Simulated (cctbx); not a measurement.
# Co6CuAs4: as given, inverted or twinned?

Space group P-6m2 (no. 187), a = 6.4750 Å, b = 6.4750 Å, c = 3.3930 Å, α = 90.00°, β = 90.00°, γ = 120.00°.

```
atom  mult.       x       y    z  Ueq (Å²)
 As1      1     1/3     2/3    0    0.0075
 As2      3  0.8187  0.6374  1/2    0.0094
 Cu1      1       0       0    0    0.0036
 Co1      3  0.1969  0.3938  1/2    0.0054
 Co2      3  0.5418  0.0836    0    0.0119
```

This is a model crystal, built by substitution and not relaxed, with assumed displacement parameters.

Data sets are simulated with cctbx and refined with Bijvoet mates kept apart; Flack x is then fitted as the share of an inverted twin with the atoms fixed, Hooft y from the Bijvoet differences. The group is acentric but holds improper operations, so there is an absolute structure (orientation) and no hand.

Untwinned crystal. What Flack and Hooft values should come out?

| λ (Å) | extinction (unmodelled) | d min (Å) | top counts | error (%) | model | R1 | Flack x | s.u. | Hooft y | s.u. | pairs |
| --- | --- | --- | --- | --- | --- | --- | --- | --- | --- | --- | --- |
| 0.71073 | 0 | 0.77 | 5000 | 1.5 | as given | 0.0109 | 0.02 | 0.05 | -0.087 | 0.047 | 63 |
| 0.71073 | 0 | 0.77 | 5000 | 1.5 | inverted | 0.0247 | 0.98 | 0.05 | 1.088 | 0.048 | 63 |
| 1.54184 | 0 | 0.83 | 20000 | 4 | as given | 0.0110 | 0.010 | 0.004 | 0.006 | 0.006 | 49 |

With Mo Kα, x is within 3 s.u. of 0, so the absolute structure is right, though an s.u. above 0.04 can't exclude a small twin share. With Cu Kα, x is within 3 s.u. of 0, so the absolute structure is right. Inverting the model turns x into about 1 − x.

A further crystal gives:

```
  λ (Å)  extinction (unmodelled)  d min (Å)  top counts  error (%)     model      R1  Flack x  s.u.  Hooft y   s.u.  pairs
0.71073                        0        0.7       40000          2  as given  0.0136     0.50  0.02    0.498  0.017     80
```

**Question.** What is it?

It was simulated as an inversion twin with a fraction 0.5 of the inverted domain. Flack x is over 3 s.u. from both 0 and 1 and reads that fraction.

[Logs are printed without paths, hosts, clocks, repeated set-up lines and the standing remarks that a program may print on its own settings, such as how far it seeks lower states.]
